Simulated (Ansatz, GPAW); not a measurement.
## A 2-layer slab of Al(100): work function by functional and basis

Aim: the work function of both faces of a 2-layer slab of Al(100), and its spread over functionals and bases.

Main program and level: GPAW 26.7.0 and Ansatz 0.2.0; Ansatz plane waves; slab in vacuum with a dipole correction, relaxation, in the first sound run; inputs show where later runs differ.

## (1) The structure

The cell holds 2 atoms: 2 Al. Its edges and angles: a = 2.864 Å, b = 2.864 Å, c = 18.025 Å, α = 90.0°, β = 90.0°, γ = 90.0°. Vacuum lies along c.

As a file:

```cif
data_structure
_symmetry_space_group_name_H-M 'P 1'
_symmetry_Int_Tables_number 1
_cell_length_a 2.8638
_cell_length_b 2.8638
_cell_length_c 18.0250
_cell_angle_alpha 90.000
_cell_angle_beta 90.000
_cell_angle_gamma 90.000
_cell_volume 147.83
loop_
_atom_site_label
_atom_site_type_symbol
_atom_site_fract_x
_atom_site_fract_y
_atom_site_fract_z
_atom_site_occupancy
Al1 Al 0.50000 0.50000 0.44383 1
Al2 Al 0.00000 0.00000 0.55617 1
```

## (2) Relaxing the atoms

The atoms are relaxed first, since the surface dipole, and with it the work function, follows the positions of the outer layers. The lowest 1 atoms are held at bulk positions and keep their forces.

Input file input.yaml:

```yaml
crystal:
  lattice:
    - [2.8637824638, 0.0, 0.0]
    - [0.0, 2.8637824638, 0.0]
    - [0.0, 0.0, 18.025]
  atoms:
    - { symbol: Al, position: [0.5, 0.5, 0.4438280166] }
    - { symbol: Al, position: [0.0, 0.0, 0.5561719834] }
kpoints:
  mp_grid: { grid: [11, 11, 1] }
hamiltonian:
  xc: pbe
scf:
  occupations: { method: fermi_dirac, width: 0.1 }
efield:
  axis: 3
  dipole_correction: true
  ramp_width: 0.05
relax:
  f_tol: 0.02
  max_steps: 60
  constraints: [{ sites: [0] }]
output:
  write_potential: true
  write_density: true
  volumetric_format: npy
```

Run with:

```
> ansatz run input.yaml --threads 4 --pin off --max-ram 8192MiB --backend cpu --events-out ev --progress --plain --runs-dir out
```

Numbers of over 12 decimals in the logs are rounded to 6 here.

What it wrote:

```text
Engine: ansatz 0.2.0, x86_64-unknown-linux-gnu
Pseudopotentials: kind: paw
Pseudopotential: Al, paw, valence charge 3, recommended cutoff 420 eV (normal), Al.paw.azcp
Functional definition: PBE
  parameter kappa = 0.804
  parameter beta = 0.066725
  exchange = pbe_x(kappa = kappa, mu = beta*pi^2/3)
  correlation = pbe_c(beta = beta)
Crystal: 2 atoms, lattice volume = 147.828 Å³
Basis set: ecut = 420 eV, 2881 PW (Γ), exchange–correlation on 40×40×250 points (8 copies of the dense FFT grid, shifted against one another)
Bands: 7, of which v1, the nominal top of the filled ones, is band 3 counted from 1 (2 counted from 0)
Symmetry: 8 space group operations
k-points: 21 of 121
Non-local potential: Al, projectors of the file, l = 0: 2, l = 1: 2, l = 2: 1
PAW form: soft (Blöchl's): semilocal exchange-correlation on the pseudo side does not see the compensation charge
PAW one-centre angular grid: Al, 110 points (default); XC on 64 Gauss nodes
Initial density: superposition of atomic densities (neutral atoms: chi_scale 0, normalization atom), corrected by the library's trained network
Initial wavefunctions: pseudopotential atomic-orbital guess
Functional: x = pbe(κ = 0.804, μ = 0.219515), c = pbe(β = 0.066725)
SCF iter   1: F=—  HF=-1073.952646 eV  |F-HF|=—  |Δ(HF+E_count)|=         —  Δρ=7.03e-4  dr2=7.54e-4  ethr=1.77e-3  p=0.000 e·Å  D=3.22e-15 V/Å  ΔV_dip=-0.00 eV  dr2_dipole=2.45e-7  V_vac-E_F(+/−)=4.33/4.33 eV  ⟨swp⟩=7.7  Hψ=1611  notcnv=0
efield: sawtooth ramp at fractional position 0.9750 (placed from the atoms, in the widest stretch of the axis that holds none; the zero of the levels goes with the place), width 0.0500; the density the first Hamiltonian is built on has a dipole p = 0.000 e·Å; the dipole correction subtracts the counter field D = 3.22e-15 V/Å, which shifts the + side's vacuum level by -0.00 eV against the − side's; the planar-averaged density in the ramp window peaks in size at 1.4e-5 e/Å³
preconditioner: auto → LDOS  [metal: Δε(μ)=0.141 eV  Ē_g=6.986 eV  σ=0.100 eV  W_gap=0.34  n_scr=8 (ndim 8)  ℏωp=7.5 eV  f_vac=0.577  D(μ)=1.33/eV (n_scr^D=6)  β→1.0]
SCF iter   2: F=—  HF=-1073.954181 eV  |F-HF|=—  |Δ(HF+E_count)|=   1.53e-3  Δρ=1.79e-4  dr2=1.27e-4  ethr=1.26e-5  p=-0.000 e·Å  D=-1.86e-5 V/Å  ΔV_dip=0.00 eV  dr2_dipole=2.35e-7  V_vac-E_F(+/−)=4.47/4.47 eV  ⟨swp⟩=2.6  Hψ=451  notcnv=0
SCF iter   3: F=—  HF=-1073.954194 eV  |F-HF|=—  |Δ(HF+E_count)|=   1.31e-5  Δρ=8.65e-5  dr2=2.96e-5  ethr=2.11e-6  p=0.000 e·Å  D=3.98e-6 V/Å  ΔV_dip=-0.00 eV  dr2_dipole=1.39e-10  V_vac-E_F(+/−)=4.46/4.46 eV  ⟨swp⟩=2.6  Hψ=200  notcnv=0
iter 4 did not close the SCF: its close was put off for the readings that it lacked (scf_convergence_deferred on its scf_iter line)
SCF iter   4: F=-1073.954198 eV  HF=-1073.954197 eV  |F-HF|=6.39e-7  |Δ(HF+E_count)|=   3.15e-6  Δρ=1.75e-5  dr2=5.84e-7  ethr=4.94e-7  p=0.000 e·Å  D=8.74e-7 V/Å  ΔV_dip=-0.00 eV  dr2_dipole=3.53e-10  V_vac-E_F(+/−)=4.47/4.47 eV  ⟨swp⟩=2.0  Hψ=182  notcnv=0
iter 5 did not close the SCF: its close was put off for the readings that it lacked (scf_convergence_deferred on its scf_iter line)
SCF iter   5: F=-1073.954198 eV  HF=-1073.954198 eV  |F-HF|=3.27e-9  |Δ(HF+E_count)|=   8.05e-7  Δρ=2.04e-6  dr2=1.43e-8  ethr=9.73e-9  p=-0.000 e·Å  D=-1.33e-7 V/Å  ΔV_dip=0.00 eV  dr2_dipole=1.55e-10  V_vac-E_F(+/−)=4.47/4.47 eV  ⟨swp⟩=2.2  Hψ=215  notcnv=0
SCF iter   6: F=-1073.954198 eV  HF=-1073.954198 eV  |F-HF|=4.32e-12  |Δ(HF+E_count)|=   9.51e-9  Δρ=2.69e-7  dr2=3.93e-10  ethr=2.39e-10  p=0.000 e·Å  D=5.12e-7 V/Å  ΔV_dip=-0.00 eV  dr2_dipole=1.68e-11  V_vac-E_F(+/−)=4.47/4.47 eV  ⟨swp⟩=7.0  Hψ=829  notcnv=0
SCF 1 converged in 6 iterations: F = -1073.954198 eV  dr2 = 3.93e-10
  greatest PAW one-centre occupation: 0.472 electrons in one spin orbital (limit 2), on the Al atom at site 1 (counted from 0), in its partial waves of l = 0
relax step   1: F+E_penalty+E_count = -1073.95419787 eV  Δ(F+E_penalty+E_count) = +0.000e0 eV  max|allowed force component| = 1.723e-1 eV/Å  Δτ_max = 0.0000 Å  (6 SCF iters, dr2 threshold 1.00e-5 eV, accepted)
Initial density: handed on by an earlier stage of this run
Initial wavefunctions: those handed on with the density
iter 1 solved again at ethr=3.25e-4 eV; its pass at ethr=3.10e-3 eV (dr2=1.95e-2 eV) is discarded
SCF iter   1: F=—  HF=-1073.966515 eV  |F-HF|=—  |Δ(HF+E_count)|=         —  Δρ=1.43e-3  dr2=1.80e-2  ethr=3.25e-4  p=0.000 e·Å  D=4.95e-7 V/Å  ΔV_dip=-0.00 eV  dr2_dipole=1.16e-3  V_vac-E_F(+/−)=4.41/4.41 eV  ⟨swp⟩=1.0  Hψ=1144  notcnv=0
efield: sawtooth ramp at fractional position 0.9750 (handed on by an earlier solve), width 0.0500; the density the first Hamiltonian is built on has a dipole p = 0.000 e·Å; the dipole correction subtracts the counter field D = 4.95e-7 V/Å, which shifts the + side's vacuum level by -0.00 eV against the − side's; the planar-averaged density in the ramp window peaks in size at 3.0e-7 e/Å³
preconditioner: auto → LDOS  [metal: Δε(μ)=0.080 eV  Ē_g=6.873 eV  σ=0.100 eV  W_gap=0.20  n_scr=8 (ndim 8)  ℏωp=7.5 eV  f_vac=0.579  D(μ)=1.33/eV (n_scr^D=6)  β→1.0]
SCF iter   2: F=—  HF=-1073.963012 eV  |F-HF|=—  |Δ(HF+E_count)|=   3.50e-3  Δρ=9.60e-4  dr2=3.92e-3  ethr=3.00e-4  p=-0.000 e·Å  D=-1.17e-4 V/Å  ΔV_dip=0.00 eV  dr2_dipole=7.05e-5  V_vac-E_F(+/−)=4.48/4.48 eV  ⟨swp⟩=2.8  Hψ=240  notcnv=0
SCF iter   3: F=—  HF=-1073.962862 eV  |F-HF|=—  |Δ(HF+E_count)|=   1.50e-4  Δρ=1.82e-4  dr2=2.45e-4  ethr=6.53e-5  p=-0.000 e·Å  D=-2.10e-4 V/Å  ΔV_dip=0.00 eV  dr2_dipole=2.52e-5  V_vac-E_F(+/−)=4.45/4.45 eV  ⟨swp⟩=2.3  Hψ=215  notcnv=0
SCF iter   4: F=—  HF=-1073.962941 eV  |F-HF|=—  |Δ(HF+E_count)|=   7.93e-5  Δρ=2.94e-5  dr2=6.26e-6  ethr=4.08e-6  p=-0.000 e·Å  D=-9.72e-5 V/Å  ΔV_dip=0.00 eV  dr2_dipole=5.58e-7  V_vac-E_F(+/−)=4.45/4.45 eV  ⟨swp⟩=1.9  Hψ=185  notcnv=0
SCF iter   5: F=-1073.962942 eV  HF=-1073.962942 eV  |F-HF|=3.61e-8  |Δ(HF+E_count)|=   6.51e-7  Δρ=3.90e-6  dr2=3.25e-8  ethr=3.09e-8  p=-0.000 e·Å  D=-3.53e-5 V/Å  ΔV_dip=0.00 eV  dr2_dipole=3.88e-9  V_vac-E_F(+/−)=4.45/4.45 eV  ⟨swp⟩=11.1  Hψ=912  notcnv=0
SCF 2 converged in 5 iterations: F = -1073.962942 eV  dr2 = 3.25e-8
  greatest PAW one-centre occupation: 0.472 electrons in one spin orbital (limit 2), on the Al atom at site 0 (counted from 0), in its partial waves of l = 0
relax step   2: F+E_penalty+E_count = -1073.96294215 eV  Δ(F+E_penalty+E_count) = -8.744e-3 eV  max|allowed force component| = 4.826e-2 eV/Å  Δτ_max = 0.0806 Å  (5 SCF iters, dr2 threshold 1.86e-6 eV, accepted)
SCF iter   1: F=—  HF=-1073.964383 eV  |F-HF|=—  |Δ(HF+E_count)|=         —  Δρ=5.94e-4  dr2=2.97e-3  ethr=5.14e-4  p=-0.000 e·Å  D=-3.53e-5 V/Å  ΔV_dip=0.00 eV  dr2_dipole=1.73e-4  V_vac-E_F(+/−)=4.43/4.43 eV  ⟨swp⟩=2.5  Hψ=636  notcnv=0
efield: sawtooth ramp at fractional position 0.9750 (handed on by an earlier solve), width 0.0500; the density the first Hamiltonian is built on has a dipole p = -0.000 e·Å; the dipole correction subtracts the counter field D = -3.53e-5 V/Å, which shifts the + side's vacuum level by +0.00 eV against the − side's; the planar-averaged density in the ramp window peaks in size at 2.8e-7 e/Å³
preconditioner: auto → LDOS  [metal: Δε(μ)=0.127 eV  Ē_g=6.887 eV  σ=0.100 eV  W_gap=0.28  n_scr=8 (ndim 8)  ℏωp=7.5 eV  f_vac=0.579  D(μ)=1.36/eV (n_scr^D=6)  β→1.0]
SCF iter   2: F=—  HF=-1073.963818 eV  |F-HF|=—  |Δ(HF+E_count)|=   5.65e-4  Δρ=4.07e-4  dr2=7.26e-4  ethr=4.94e-5  p=-0.000 e·Å  D=-1.08e-4 V/Å  ΔV_dip=0.00 eV  dr2_dipole=1.22e-5  V_vac-E_F(+/−)=4.46/4.46 eV  ⟨swp⟩=2.2  Hψ=370  notcnv=0
SCF iter   3: F=—  HF=-1073.963785 eV  |F-HF|=—  |Δ(HF+E_count)|=   3.33e-5  Δρ=7.41e-5  dr2=3.74e-5  ethr=1.21e-5  p=-0.000 e·Å  D=-1.09e-4 V/Å  ΔV_dip=0.00 eV  dr2_dipole=4.93e-6  V_vac-E_F(+/−)=4.45/4.44 eV  ⟨swp⟩=2.4  Hψ=212  notcnv=0
SCF iter   4: F=—  HF=-1073.963857 eV  |F-HF|=—  |Δ(HF+E_count)|=   7.20e-5  Δρ=1.24e-5  dr2=1.14e-6  ethr=6.23e-7  p=-0.000 e·Å  D=-3.59e-5 V/Å  ΔV_dip=0.00 eV  dr2_dipole=7.34e-8  V_vac-E_F(+/−)=4.44/4.44 eV  ⟨swp⟩=1.5  Hψ=171  notcnv=0
SCF iter   5: F=-1073.963857 eV  HF=-1073.963857 eV  |F-HF|=2.85e-9  |Δ(HF+E_count)|=   1.83e-7  Δρ=1.81e-6  dr2=8.36e-9  ethr=1.67e-9  p=-0.000 e·Å  D=-4.83e-6 V/Å  ΔV_dip=0.00 eV  dr2_dipole=5.68e-10  V_vac-E_F(+/−)=4.44/4.44 eV  ⟨swp⟩=10.5  Hψ=863  notcnv=0
SCF 3 converged in 5 iterations: F = -1073.963857 eV  dr2 = 8.36e-9
  greatest PAW one-centre occupation: 0.473 electrons in one spin orbital (limit 2), on the Al atom at site 0 (counted from 0), in its partial waves of l = 0
relax step   3: F+E_penalty+E_count = -1073.96385732 eV  Δ(F+E_penalty+E_count) = -9.152e-4 eV  max|allowed force component| = 7.927e-3 eV/Å  Δτ_max = 0.0334 Å  (5 SCF iters, accepted)
NSCF: frozen V_eff on 21 k-points
the band table was solved once a step of the walk had ended and its energy, with any forces and stress, was formed, with the checks that follow a solve (2224 applications of the Hamiltonian). They found nothing against the state; the energy, forces and stress were not computed again (output.eigenvalues in the input reference)
WARN: The output density's exchange-correlation potential varies sharply where the density is thin. Do not read a vacuum level from v_tot or v_xc, or from such a field of the output density. On a cell that repeats whose density bears no net charge and no dipole along the vacuum's axis use v_es (v_loc + v_h of the components); under efield.dipole_correction with no amplitude use v_es + v_field, which holds any externa [...]
SCF converged after 5 iterations
Free energy (F): -1073.963857 eV
Harris-Foulkes:  -1073.963857 eV  (|F-HF|=2.85e-9)
Internal energy: -1073.919752 eV  (E = F + TS)
E sigma→0 (E₀):  -1073.941804 eV
Entropy (-TS):   -0.044106 eV (-22.053 meV/atom)
Fermi energy:    -1.582755 eV
Dipole field:    D = 0.000032 V/Å  (p = 0.000027 e·Å, saw-weighted, corrected)
Work function:   Φ+ = 4.4444 eV   Φ− = 4.4449 eV
Levels:          The Fermi level and band energies are counted from a zero that moves with the ramp; work functions are not
--- Per-component energies (eV) ---
  E_band       = -31.239386
  E_kinetic    = 39.698974
  E_local      = -679.705673  (includes V_loc(G=0)·N_el)
  E_nonlocal   = 21.156029
  E_hartree    = 324.087550
  E_xc         = -76.154757
  E_vxc        = -53.459711  (∫ρ·V_xc dr)
  E_paw        = -934.390604  (= ΣΔE_a)
  E_vpaw       = -7.103325  (= ΣTr[D̂ρ^β])
  E_aug_tail   = -0.000004  (compensation charges beyond the density's cutoff)
  E_efield     = 0.000000  (sawtooth field / dipole correction)
  E_vefield    = -0.000011  (∫n·V_field dr)
  E_ewald      = 231.388733
  E_smearing   = -0.044106  (= −TS)
  E_closure    = -0.000000  (closes the sum)
  Σ components = -1073.963857   (vs F -1073.963857, Δ=0.00e0)
--- Forces (eV/Å), atoms counted from 1 ---
  atom   1  Al     0.00000000     0.00000000    -0.00795106
  atom   2  Al     0.00000000     0.00000000     0.00792687
  max |Σ_I F_I| component: 2.42e-5 eV/Å
--- Band table (eV; the first three rows and the last of 21) ---
  k-point 0: bands = ["-10.8988", "-7.2034", "-3.1484", "1.0103", "2.4063", "3.4991", "3.6227"]
  k-point 1: bands = ["-10.7508", "-7.0568", "-3.0093", "1.1500", "2.5566", "3.0724", "3.6613"]
  k-point 2: bands = ["-10.3078", "-6.6186", "-2.5943", "0.5682", "1.6311", "3.0069", "4.0915"]
  k-point 20: bands = ["-3.7547", "-2.7489", "-1.3424", "-0.3451", "-0.2316", "0.6461", "2.0709"]
--- Relaxed structure (3 steps of the walk, 3 accepted, 0 SCFs on fresh bases) ---
  F+E_penalty+E_count = -1073.96385732 eV   max|allowed force component| = 7.927e-3 eV/Å
  atoms:
    - { symbol: Al, position: [0.500000, 0.500000, 0.443828] }
    - { symbol: Al, position: [0, 0.0, 0.562497] }
```

Wall time 1.9 s (4 threads of AMD EPYC 7R32 (Zen 2), shared host); peak memory 0.43 GiB; 6.4 s of CPU time.

Relaxation path:

| step | energy less that of the first step (eV) | largest force component (eV/Å) |
| --- | --- | --- |
| 1 | 0.0000 | 0.1723 |
| 2 | -0.0087 | 0.0483 |
| 3 | -0.0097 | 0.0079 |

Forces are held to the 8 operations that the run works with; a distortion that breaks them can't arise in this run.

The atoms that moved most (Å):

| atom | dx | dy | dz | length |
| --- | --- | --- | --- | --- |
| Al2 | 0.000 | 0.000 | 0.114 | 0.114 |

Final coordinates:

```xyz
2
Lattice="2.8638 0.0000 0.0000 0.0000 2.8638 0.0000 0.0000 0.0000 18.0250" Properties=species:S:1:pos:R:3
Al    1.4319    1.4319    8.0000
Al    0.0000    0.0000   10.1390
```

Numbers from this step:

```yaml
free_energy: -1073.9639 eV
smearing_term_ts: 0.04411 eV
symmetry_operations: 8
upper_work_function: 4.444 eV
lower_work_function: 4.445 eV
dipole_along_the_normal: 2.65e-5 e·Å
dipole_field: 3.25e-5 V/Å
vacuum_level_above: 2.862 eV
vacuum_level_below: 2.862 eV
```

Electrostatic potential energy of an electron (with the applied field's), less the Fermi level, planar mean against z:

| z (Å) | electrostatic potential energy of an electron (with the applied field's), less the Fermi level, planar mean (eV) |
| --- | --- |
| 0.0 | 4.44 |
| 0.5 | 4.44 |
| 1.0 | 4.44 |
| 1.5 | 4.44 |
| 2.0 | 4.44 |
| 2.5 | 4.44 |
| 3.0 | 4.44 |
| 3.5 | 4.44 |
| 4.0 | 4.44 |
| 4.5 | 4.44 |
| 5.0 | 4.41 |
| 5.5 | 4.34 |
| 6.0 | 4.08 |
| 6.5 | 3.23 |
| 7.0 | 0.545 |
| 7.5 | -4.71 |
| 8.0 | -5.84 |
| 8.5 | -5.02 |
| 9.0 | -1.49 |
| 9.5 | -4.04 |
| 10.0 | -5.83 |
| 10.5 | -5.37 |
| 11.0 | -0.881 |
| 11.5 | 2.75 |
| 12.0 | 3.94 |
| 12.5 | 4.29 |
| 13.0 | 4.40 |
| 13.5 | 4.43 |
| 14.0 | 4.44 |
| 14.5 | 4.44 |
| 15.0 | 4.44 |
| 15.5 | 4.44 |
| 16.0 | 4.44 |
| 16.5 | 4.44 |
| 17.0 | 4.44 |
| 17.5 | 4.44 |

Valence density, planar mean against z:

| z (Å) | valence density, planar mean (e/Å³) |
| --- | --- |
| 3.0 | 7.2e-6 |
| 3.5 | 2.5e-5 |
| 4.0 | 8.8e-5 |
| 4.5 | 3.1e-4 |
| 5.0 | 0.00105 |
| 5.5 | 0.00354 |
| 6.0 | 0.0119 |
| 6.5 | 0.0364 |
| 7.0 | 0.0911 |
| 7.5 | 0.144 |
| 8.0 | 0.161 |
| 8.5 | 0.171 |
| 9.0 | 0.175 |
| 9.5 | 0.174 |
| 10.0 | 0.163 |
| 10.5 | 0.150 |
| 11.0 | 0.109 |
| 11.5 | 0.0485 |
| 12.0 | 0.0164 |
| 12.5 | 0.00500 |
| 13.0 | 0.00146 |
| 13.5 | 4.3e-4 |
| 14.0 | 1.2e-4 |
| 14.5 | 3.6e-5 |
| 15.0 | 1.0e-5 |

The relaxation lowered the energy of the cell by 0.00966 eV.

(Part 1 of 3 ends here.)

[Logs are printed without paths, hosts, clocks, repeated set-up lines and the standing remarks that a program may print on its own settings, such as how far it seeks lower states.]

[Hosts, paths, dates, database ids (printed as entryN), source tags and the programs' standing remarks are cut or masked in the printed files.]
